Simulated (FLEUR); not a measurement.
# Energy mapping worked by hand: GdBi

Can a spin model with one coupling foretell the energy of a further order of GdBi?

Main program and level: FLEUR MaX-R8.1; PBEsol with U = 6.7 eV, J = 0.7 eV on Gd f; all-electron FLAPW, Dirac cores, scalar-relativistic bands.

### 1. Set-up

The structure is cubic, space group Fm-3m (No. 225). Conventional cell: a = 6.388 Å, b = 6.388 Å, c = 6.388 Å, α = 90.00°, β = 90.00°, γ = 90.00°. Nearest to Gd lie 6 Bi at 3.19 Å. Nearest to Bi lie 6 Gd at 3.19 Å. Farther neighbours are not listed.

Structure file:

```cif
data_structure
_symmetry_space_group_name_H-M 'Fm-3m'
_symmetry_Int_Tables_number 225
_cell_length_a 6.3883
_cell_length_b 6.3883
_cell_length_c 6.3883
_cell_angle_alpha 90.000
_cell_angle_beta 90.000
_cell_angle_gamma 90.000
_cell_volume 260.71
loop_
_atom_site_label
_atom_site_type_symbol
_atom_site_symmetry_multiplicity
_atom_site_Wyckoff_symbol
_atom_site_fract_x
_atom_site_fract_y
_atom_site_fract_z
_atom_site_occupancy
Gd1 Gd 4 a 0.00000 0.00000 0.00000 1
Bi1 Bi 4 b 0.50000 0.00000 0.00000 1
```

The cell comes from a database of computed structures and need not be the stable phase.

### 2. The parallel order

All energies count from this run. A Hubbard U acts on the open shell, since semilocal functionals spread its electrons too much.

The file n_mmp_mat seeds the f occupations with whole cubic orbitals by Hund's first rule, so that the U acts from the first pass. inpgen writes inp.xml from crystal.txt; cutoffs, mixing, functional, smearing and local orbitals are then set in the file. The k list default-1 (kpts.xml, not shown) is a Γ-centred 8×8×8 mesh; where the ranks do not divide the number of points, some are split in two of half the weight.

File inp.xml:

```
<?xml version="1.0" encoding="UTF-8" standalone="no"?>
<fleurInput fleurInputVersion="0.39">
   <comment>
      GdBi
   </comment>
   <calculationSetup>
      <cutoffs Kmax="3.6" Gmax="10.8" GmaxXC="10.8" numbands="0"/>
      <scfLoop itmax="130" minDistance="0.0001" maxIterBroyd="15" imix="Anderson" alpha="0.05" precondParam="0.0" spinf="2.0" sdNocoIR="T"/>
      <coreElectrons ctail="T" frcor="F" kcrel="0" coretail_lmax="0"/>
      <xcFunctional name="PBEs" relativisticCorrections="F"/>
      <magnetism jspins="2"/>
      <soc l_soc="F" theta="0.0" phi="0.0" spav="F"/>
      <expertModes spex="0" secvar="F"/>
      <geometryOptimization l_f="F" forcealpha="1.0" forcemix="BFGS" epsdisp="0.00001" epsforce="0.00001"/>
      <ldaU l_linMix="F" mixParam="0.05" spinf="1.0"/>
   </calculationSetup>
   <cell>
      <bzIntegration valenceElectrons="33.0" mode="hist" fermiSmearingEnergy="0.00293995">
         <kPointListSelection listName="default-1"/>
         <xi:include xmlns:xi="http://www.w3.org/2001/XInclude" href="kpts.xml"> </xi:include>
      </bzIntegration>
      <xi:include xmlns:xi="http://www.w3.org/2001/XInclude" href="sym.xml"> </xi:include>
      <bulkLattice scale="1.0">
         <bravaisMatrix>
            <row-1>    0.0000000000000000     6.0360663268281591     6.0360663268281591</row-1>
            <row-2>    6.0360663268281591     0.0000000000000000     6.0360663268281591</row-2>
            <row-3>    6.0360663268281591     6.0360663268281591     0.0000000000000000</row-3>
         </bravaisMatrix>
      </bulkLattice>
   </cell>
   <atomSpecies>
      <species name="Gadolinium7.001" element="Gd" atomicNumber="64">
         <mtSphere radius="2.8" gridPoints="925" logIncrement="0.014"/>
         <atomicCutoffs lmax="10" lnonsphr="8"/>
         <electronConfig flipSpins="F">
            <coreConfig>(1s1/2) (2s1/2) (2p1/2) (2p3/2) (3s1/2) (3p1/2) (3p3/2) (4s1/2) (3d3/2) (3d5/2) (4p1/2) (4p3/2) (4d3/2) (4d5/2)</coreConfig>
            <valenceConfig>(5s1/2) (5p1/2) (5p3/2) (6s1/2) (4f5/2) (4f7/2) (5d3/2) (5d5/2)</valenceConfig>
            <stateOccupation state="(4f5/2)" spinUp="2.5005" spinDown="0.4995"/>
            <stateOccupation state="(4f7/2)" spinUp="4.0" spinDown="0.0"/>
            <stateOccupation state="(5d3/2)" spinUp="0.4" spinDown="0.0"/>
            <stateOccupation state="(5d5/2)" spinUp="0.6" spinDown="0.0"/>
         </electronConfig>
         <energyParameters s="6" p="6" d="5" f="4"/>
         <ldaU l="3" U="6.7" J="0.7" l_amf="F"/>
         <lo type="SCLO" l="0" n="5" eDeriv="0"/>
         <lo type="SCLO" l="1" n="5" eDeriv="0"/>
      </species>
      <species name="Bismuth (Bi)" element="Bi" atomicNumber="83">
         <mtSphere radius="2.8" gridPoints="925" logIncrement="0.015"/>
         <atomicCutoffs lmax="10" lnonsphr="8"/>
         <electronConfig flipSpins="F">
            <coreConfig>(1s1/2) (2s1/2) (2p1/2) (2p3/2) (3s1/2) (3p1/2) (3p3/2) (4s1/2) (3d3/2) (3d5/2) (4p1/2) (4p3/2) (5s1/2) (4d3/2) (4d5/2) (5p1/2) (5p3/2) (4f5/2) (4f7/2)</coreConfig>
            <valenceConfig>(6s1/2) (5d3/2) (5d5/2) (6p1/2) (6p3/2)</valenceConfig>
            <stateOccupation state="(6p1/2)" spinUp="0.500000" spinDown="0.500000"/>
            <stateOccupation state="(6p3/2)" spinUp="1.000000" spinDown="1.000000"/>
         </electronConfig>
         <energyParameters s="6" p="6" d="6" f="5"/>
         <lo type="SCLO" l="2" n="5" eDeriv="0"/>
      </species>
   </atomSpecies>
   <atomGroups>
      <atomGroup species="Gadolinium7.001">
         <relPos label="                   1">.0000000000 .0000000000 .0000000000</relPos>
         <force calculate="T" relaxXYZ="TTT"/>
      </atomGroup>
      <atomGroup species="Bismuth (Bi)">
         <relPos label="                   2">1.000/2.000 1.000/2.000 1.000/2.000</relPos>
         <force calculate="T" relaxXYZ="TTT"/>
      </atomGroup>
   </atomGroups>
   <output dos="F" band="F" slice="F">
      <bandDOS minEnergy="-.5*Htr" maxEnergy="0.5*Htr" sigma="0.015" storeEVData="T"/>
      <plotting iplot="0" polar="F">
         <plot TwoD="T" vec1="  1.0  0.0  0.0" vec2="  0.0  1.0  0.0" vec3="  0.0  0.0  1.0" zero="  0.0  0.0  0.0" file="plot"/>
      </plotting>
      <moessbauerParams electricFieldGradient="F" isomerShift="F" coreHyperfine="F" valenceHyperfine="F"/>
   </output>
</fleurInput>
```

File crystal.txt:

```
GdBi
&input film=F cartesian=F /
0.00000000000  3.19414874370  3.19414874370
3.19414874370  0.00000000000  3.19414874370
3.19414874370  3.19414874370  0.00000000000
1.8897261246
1.0 1.0 1.0

2
64 0.00000000000  0.00000000000  0.00000000000 : 7.001
83 0.50000000000  0.50000000000  0.50000000000

&kpt div1=8 div2=8 div3=8 gamma=T /
```

Run with:

```console
$ OMP_NUM_THREADS=1 inpgen -f crystal.txt > inpgen.log  # inp.xml is then edited as shown
$ OMP_NUM_THREADS=1 mpirun -n 4 fleur_MPI > fleur.log
```

The log of the run:

```text
Welcome to FLEUR        (www.flapw.de)
      MaX-Release 8.1          (www.max-centre.eu)

 ========== k-point set info ==========
 Selected k-point list: default-1
 k-point list type: mesh
 0 x 0 x 0
 Number of k points: 32

 [... set-up left out ...]
 Iteration:     1   Distance:      19.42633068 me/bohr^3
 Iteration:     2   Distance:      18.57646367 me/bohr^3
 Iteration:     3   Distance:       4.18875148 me/bohr^3
 Iteration:     4   Distance:       1.90482061 me/bohr^3
 Iteration:     5   Distance:       0.89799733 me/bohr^3
[...]
[... left out ...]
            <freeEnergy value="-32852.6205089568"/>
            <extrapolationTo0K value="-32852.6203501888"/>
         </totalEnergy>
         [... left out ...]
         <ldaUDensityMatrixConvergence>
            <distance spin="1" distance="0.000000"/>
            <distance spin="2" distance="0.000000"/>
         </ldaUDensityMatrixConvergence>
         <densityConvergence units="me/bohr^3">
            <chargeDensity spin="1" distance="0.0000221220"/>
            <chargeDensity spin="2" distance="0.0000287956"/>
            <overallChargeDensity distance="0.0000337207"/>
            <spinDensity distance="0.0000387304"/>
         </densityConvergence>
      </iteration>
```

The job ended after 23 s (4 MPI ranks of Arm Neoverse V1, shared host; peak memory 0.28 GiB).

Spin moment in the muffin-tin sphere by atom:

```
atom  spin moment in the muffin-tin sphere (μB)
 Gd1                                       7.07
 Bi2                                      -0.07
```

This step gave:

```yaml
free_energy: -893965.3459 eV
program_s_band_gap_on_this_mesh_in_a_metal_only_a_level_spacing: 0.004383 eV
magnetization: 7.035 μB
final_state: ferromagnetic, with opposed induced moments
```

After 18 cycles the largest moment stands at 7.07 μB.

### 3. The orders used for the fit

The other orders were run with the same settings, on meshes that hold the same points. Free energies are divided by the number of Gd atoms; q is in fractions of the reciprocal vectors of the first run's cell.

```
              order  atoms   mesh  free energy (eV)     eV per Gd  largest moment (μB)
                F +      2  8×8×8      -893965.3459  -893965.3459                 7.07
AF q=(0,1/2,1/2) +-      4  8×4×8     -1787930.7060  -893965.3530                 7.11
```

### 4. Counting neighbours

With E = −Σ J e_i·e_j over ordered pairs of unit vectors, turning a neighbour from parallel to opposed costs 2J a Gd atom. So an order lies 2 Σ n J over the parallel one, n being the opposed neighbours in each shell.

```
shell  distance (Å)  neighbours  opposed in AF q=(0,1/2,1/2) +-  opposed in AF q=(0,0,1/2) +-
   J1          4.52          12                               8                             6
   J2          6.39           6                               0                             6
```

Only J1 is kept.

### 5. Solving

```
2 × 8 × J1 = -7.1 meV    (AF q=(0,1/2,1/2) +-)
J1 = -0.44 meV
```

### 6. The test

The couplings now give the orders that were left out:

```
2 × 6 × (-0.44) = -5.3 meV    (AF q=(0,0,1/2) +-)
```

The runs themselves:

```
            order  atoms   mesh  free energy (eV)     eV per Gd  largest moment (μB)  over the parallel order (meV)  foretold (meV)
AF q=(0,0,1/2) +-      4  8×8×4     -1787930.7216  -893965.3608                 7.13                          -15.0            -5.3
```

### 7. One more shell

One try is to add the next shell, though changing moments can also cause the miss. Both differences then fix both couplings, and no order is left for a test.

```
2 × 8 × J1 = -7.1 meV    (AF q=(0,1/2,1/2) +-)
2 × 6 × J1 + 2 × 6 × J2 = -15.0 meV    (AF q=(0,0,1/2) +-)
J1 = -0.44 meV
J2 = -0.81 meV
```

### 8. What came out

```json
{
  "effective coupling of the reversed pairs, counted on J1 (Gd–Gd at 4.52 Å)": "-0.44 meV",
  "largest miss on the orders left out": "9.7 meV",
  "J1 with two shells": "-0.44 meV",
  "J2 with two shells": "-0.81 meV"
}
```

**Reading.** The model misses the order left out by 9.7 meV, 65 % of the largest distance from the parallel order, so it fails: these couplings alone don't describe the crystal. With the next shell added the couplings are J1 = -0.44 and J2 = -0.81 meV, untested. The largest moments of the orders differ by 0.84 % of the greatest. One difference fixes one number: it sums all reversed shells and need not be the coupling of the nearest one, even in sign. The f shell is half filled, so the spin-only picture is fair.

[Logs and program files are shortened in this print: banners, set-up blocks, solver, clock and traceback lines can be left out without a mark of their own.]

[Logs are printed without paths, hosts, clocks, repeated set-up lines and the standing remarks that a program may print on its own settings, such as how far it seeks lower states.]

[Hosts, paths, dates, database ids (printed as entryN), source tags and the programs' standing remarks are cut or masked in the printed files.]

[Where a cell is said to come from a database of computed structures, the database is the Materials Project.]
